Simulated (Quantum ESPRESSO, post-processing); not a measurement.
# V(110), 5 layers: solver and mixing choices, part 4 of 4

Aim: which eigensolver and mixing brings V(110), 5 layers to self-consistency fastest, and whether the result stays the same.

Quantum ESPRESSO 7.5; plane-wave DFT, PBE, PseudoDojo norm-conserving pseudopotentials.

So far. Step 10 (Self-consistent run: ppcg, local-TF mixing, beta 0.4 …): The message: “iosys (1): PPCG diagonalization not supported anymore (Dec. 2024)”. This release no longer has that solver; david, paro or rmm-davidson serve. Step 11 (Self-consistent run: paro, local-TF mixing, beta 0.4 …): Counted from each run's own zero (the Fermi level), the vacuum level differs from the first run's by +2 meV.

## 12. SCF with pw.x: rmm-davidson, local-TF mixing, beta 0.4, history 8

File c10.in:

```
&control
  prefix = 'c10'
  outdir = './out'
  pseudo_dir = './pseudo'
  calculation = 'scf'
  tprnfor = .true.
/
&system
  ibrav = 0
  nat = 5
  ntyp = 1
  ecutwfc = 76
  ecutrho = 304
  occupations = 'smearing'
  smearing = 'mv'
  degauss = 0.02
  assume_isolated = 'esm'
  esm_bc = 'bc1'
/
&electrons
  conv_thr = 1e-07
  mixing_beta = 0.4
  electron_maxstep = 80
  mixing_mode = 'local-TF'
  diagonalization = 'rmm-davidson'
  mixing_ndim = 8
/
ATOMIC_SPECIES
  V   50.9415  V.dojo-sr-pbe-0.4.1-standard.upf
CELL_PARAMETERS angstrom
  2.13546247918337 -1.51000000000000 0.00000000000000
  2.13546247918337 1.51000000000000 0.00000000000000
  0.00000000000000 0.00000000000000 24.54184991673349
ATOMIC_POSITIONS crystal
  V   0.000000000000 0.000000000000 -0.174026203113
  V   0.500000000000 0.500000000000 -0.087013101556
  V   0.000000000000 0.000000000000 0.000000000000
  V   0.500000000000 0.500000000000 0.087013101556
  V   0.000000000000 0.000000000000 0.174026203113
K_POINTS automatic
  12 12 1 0 0 0
```

Command:

```sh
$ OMP_NUM_THREADS=1 mpirun -n 4 pw.x -nk 4 -in c10.in > c10.out
```

What it wrote:

```text
[banner, memory and clock lines left out]
Program PWSCF v.7.5 starts
[...]
Message from routine setup:
[...]
number of electrons       =        65.00
     number of Kohn-Sham states=           40
     kinetic-energy cutoff     =      76.0000  Ry
     charge density cutoff     =     304.0000  Ry
[...]
number of k points=    43  Marzari-Vanderbilt smearing, width (Ry)=  0.0200
[...]
Dense  grid:    95701 G-vectors     FFT dimensions: (  27,  27, 270)
[...]
negative rho (up, down):  3.937E-05 0.000E+00
     Starting wfcs are   50 randomized atomic wfcs
[...]
estimated scf accuracy    <       6.66298086 Ry
[...]
estimated scf accuracy    <       0.51948299 Ry
[...]
estimated scf accuracy    <       0.76765959 Ry
[...]
negative rho (up, down):  2.472E-08 0.000E+00
[...]
estimated scf accuracy    <       1.31085365 Ry
[...]
estimated scf accuracy    <       7.01512004 Ry
[...]
estimated scf accuracy    <       2.11656655 Ry
[...]
estimated scf accuracy    <       0.29340001 Ry
[...]
estimated scf accuracy    <       4.87739428 Ry
[...]
estimated scf accuracy    <       4.73270449 Ry
[...]
estimated scf accuracy    <       3.21607314 Ry
[...]
estimated scf accuracy    <       3.42195410 Ry
[...]
negative rho (up, down):  4.556E-03 0.000E+00
[...]
estimated scf accuracy    <       2.94969576 Ry
[...]
negative rho (up, down):  1.918E-03 0.000E+00
[...]
estimated scf accuracy    <       0.08996699 Ry
[...]
negative rho (up, down):  1.522E-03 0.000E+00
[...]
estimated scf accuracy    <       0.58539727 Ry
[...]
negative rho (up, down):  3.085E-03 0.000E+00
[...]
estimated scf accuracy    <       0.06497924 Ry
[...]
negative rho (up, down):  3.387E-03 0.000E+00
[...]
estimated scf accuracy    <       0.03221107 Ry
[...]
negative rho (up, down):  2.217E-03 0.000E+00
[...]
estimated scf accuracy    <       0.01772604 Ry
[...]
negative rho (up, down):  5.488E-03 0.000E+00
[...]
estimated scf accuracy    <       0.00470480 Ry
[...]
negative rho (up, down):  4.678E-03 0.000E+00
[...]
estimated scf accuracy    <       0.00407391 Ry
[...]
negative rho (up, down):  4.484E-03 0.000E+00
[...]
estimated scf accuracy    <       0.01061218 Ry
[...]
negative rho (up, down):  3.891E-03 0.000E+00
[...]
estimated scf accuracy    <       0.00597691 Ry
[...]
negative rho (up, down):  1.601E-03 0.000E+00
[...]
estimated scf accuracy    <       0.00090527 Ry
[...]
negative rho (up, down):  4.393E-04 0.000E+00
[...]
estimated scf accuracy    <       0.00028968 Ry
[...]
negative rho (up, down):  3.107E-05 0.000E+00
[...]
estimated scf accuracy    <       0.00015535 Ry
[...]
negative rho (up, down):  1.065E-05 0.000E+00
[...]
estimated scf accuracy    <       0.00004698 Ry
[...]
negative rho (up, down):  7.094E-08 0.000E+00
[...]
estimated scf accuracy    <       0.00002334 Ry
[...]
negative rho (up, down):  2.795E-06 0.000E+00
[...]
estimated scf accuracy    <       0.00000290 Ry
[...]
estimated scf accuracy    <       0.00000092 Ry
[...]
estimated scf accuracy    <       0.00000012 Ry
[...]
estimated scf accuracy    <       0.00000024 Ry
[...]
estimated scf accuracy    <       0.00000034 Ry
[...]
negative rho (up, down):  1.144E-06 0.000E+00
[...]
estimated scf accuracy    <       0.00000011 Ry
[...]
the Fermi energy is    -4.8050 ev
!    total energy              =    -737.93079825 Ry
     estimated scf accuracy    <       0.00000003 Ry
     smearing contrib. (-TS)   =       0.00214535 Ry
     internal energy E=F+TS    =    -737.93294360 Ry
[...]
one-electron contribution =   15063.75052742 Ry
     hartree contribution      =   -7552.01212756 Ry
     xc contribution           =    -114.18779760 Ry
     ewald contribution        =   -8135.48354586 Ry
     convergence has been achieved in  33 iterations
[...]
Total force =     0.037204     Total SCF correction =     0.001253
[...]
```

The job ended after 7.4 min (4 MPI ranks of Arm Neoverse V1, shared host; peak memory 1 GiB).

Numbers from this step:

| Property | Result |
| --- | --- |
| Fermi energy | -4.805 eV |
| vacuum line at the lower end of the cell, over the Fermi level | 4.805 eV |
| vacuum line at the upper end of the cell, over the Fermi level | 4.805 eV |

The program's own clock; routines nest. Time by routine:

```csv
routine,wall time (s),calls
PWSCF,443.1,1
electrons,437.5,1
c_bands,377,33
h_psi,278.6,2704
fftw,253,111450
vloc_psi,232.7,2704
crmmdiagg,126.1,275
wfcrot,74.78,286
sum_band,39.51,33
calbec,23.18,2748
add_vuspsi,22.83,2704
h_psi:calbec,22.43,2704
mix_rho,18.21,33
ffts,11.58,3321
```

Counted from each run's own zero (the Fermi level), the vacuum level differs from the first run's by +0 meV.

## 13. The series side by side

All levels:

```csv
level,vacuum level over the Fermi level (eV),its change from the first (meV),energy from the first (meV an atom),SCF iterations,wall time (s),peak memory (GiB),CPU time (s)
"david, local-TF mixing, beta 0.4, history 8",4.805,0,0,50,655.8,0.84,2623
"david, plain mixing, beta 0.4, history 8",4.805,0.1,3.54e-4,69,855.2,0.84,3420
"david, TF mixing, beta 0.4, history 8",4.809,3.8,0,58,763.3,0.84,3052
"david, local-TF mixing, beta 0.7, history 8",4.805,0,2.72e-5,39,569.4,0.84,2276
"david, local-TF mixing, beta 0.2, history 8",4.805,-0.2,0,44,597.2,0.84,2388
"david, local-TF mixing, beta 0.4, history 4",4.806,0.9,0,32,553.1,0.83,2211
"cg, local-TF mixing, beta 0.4, history 8",4.809,4.2,2.18e-4,24,405.5,0.81,1599
"paro, local-TF mixing, beta 0.4, history 8",4.807,1.6,8.16e-5,31,1640,0.91,6552
"rmm-davidson, local-TF mixing, beta 0.4, history 8",4.805,0,-8.16e-5,33,443.6,1.03,1774
```

## 14. What came out

```yaml
fastest: cg, local-TF mixing, beta 0.4, history 8: 6.8 min, 24 iterations
slowest_that_converged: paro, local-TF mixing, beta 0.4, history 8: 27 min, 31 iterations
fewest_iterations: cg, local-TF mixing, beta 0.4, history 8: 24
largest_change_of_the_vacuum_level: 4 meV
```

What this shows: The fastest choice is cg, local-TF mixing, beta 0.4, history 8: 6.8 min, 24 iterations. The converged runs took 24 to 69 iterations and agree within 4 meV in the vacuum level; counts also move with the parallel layout and the random start, so differences of a few iterations rank nothing. Not converged within the cap on iterations or time: david, plain mixing, beta 0.7, history 8. Refused or stopped by an error: ppcg, local-TF mixing, beta 0.4, history 8. The times come from a shared host and are rough. Peak memory is sampled during the run and can miss the peak. The geometry is as built, not relaxed.

[Logs are printed without paths, hosts, clocks, repeated set-up lines and the standing remarks that a program may print on its own settings, such as how far it seeks lower states.]

[Hosts, paths, dates, database ids (printed as entryN), source tags and the programs' standing remarks are cut or masked in the printed files.]

[Maps of the electrostatic potential energy from Ansatz leave out the sawtooth potential of an applied field or a dipole correction, so their vacuum need not be flat; planar profiles and work functions include it.]
